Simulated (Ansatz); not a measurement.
Rows from a G0W0 calculation on Sb2Se3 (Antimonselite) (Ansatz 0.2.0; G0W0 on PBE, plane waves, PAW; 2×4×2 mesh, 1419 empty bands, screening to 110 eV, hard PAW files), in eV. Spin-orbit coupling is left out.

| row | k | band | start | Σx | Σc at the solution | Vxc |
| --- | --- | --- | --- | --- | --- | --- |
| A | Γ | v2 | 9.473 | -16.165 | 0.901 | -14.932 |
| B | (0.000, 0.000, -0.500) | c1 | 10.632 | -10.013 | -3.194 | -13.215 |
| C | (0.000, 0.000, -0.500) | v1 | 9.518 | -16.736 | 1.173 | -15.214 |
| D | Γ | c1 | 10.727 | -9.819 | -3.087 | -12.878 |
| E | Γ | v1 | 9.541 | -16.047 | 0.583 | -15.188 |
| F | Γ | c2 | 10.838 | -10.160 | -3.465 | -13.712 |

Work out each quasiparticle level and how far it moved.

The quasiparticle equation reads E = start + Σx + Σc(E) − Vxc.

| row | E (eV) | shift (eV) |
| --- | --- | --- |
| A | 9.140 | −0.332 |
| B | 10.639 | +0.007 |
| C | 9.168 | −0.350 |
| D | 10.699 | −0.028 |
| E | 9.265 | −0.276 |
| F | 10.924 | +0.087 |

The gap over the computed points goes from 1.03 eV to 1.37 eV.

Limits: not at the basis limit; no spin-orbit coupling; coarse k mesh.

[Runs of the session that timed out or met a known fault of the program may be left out.]

[Cells called generated may have been cut or substituted from an entry of the Crystallography Open Database or the Materials Project.]

[Hosts, paths, dates, database ids (printed as entryN), source tags and the programs' standing remarks are cut or masked in the printed files.]
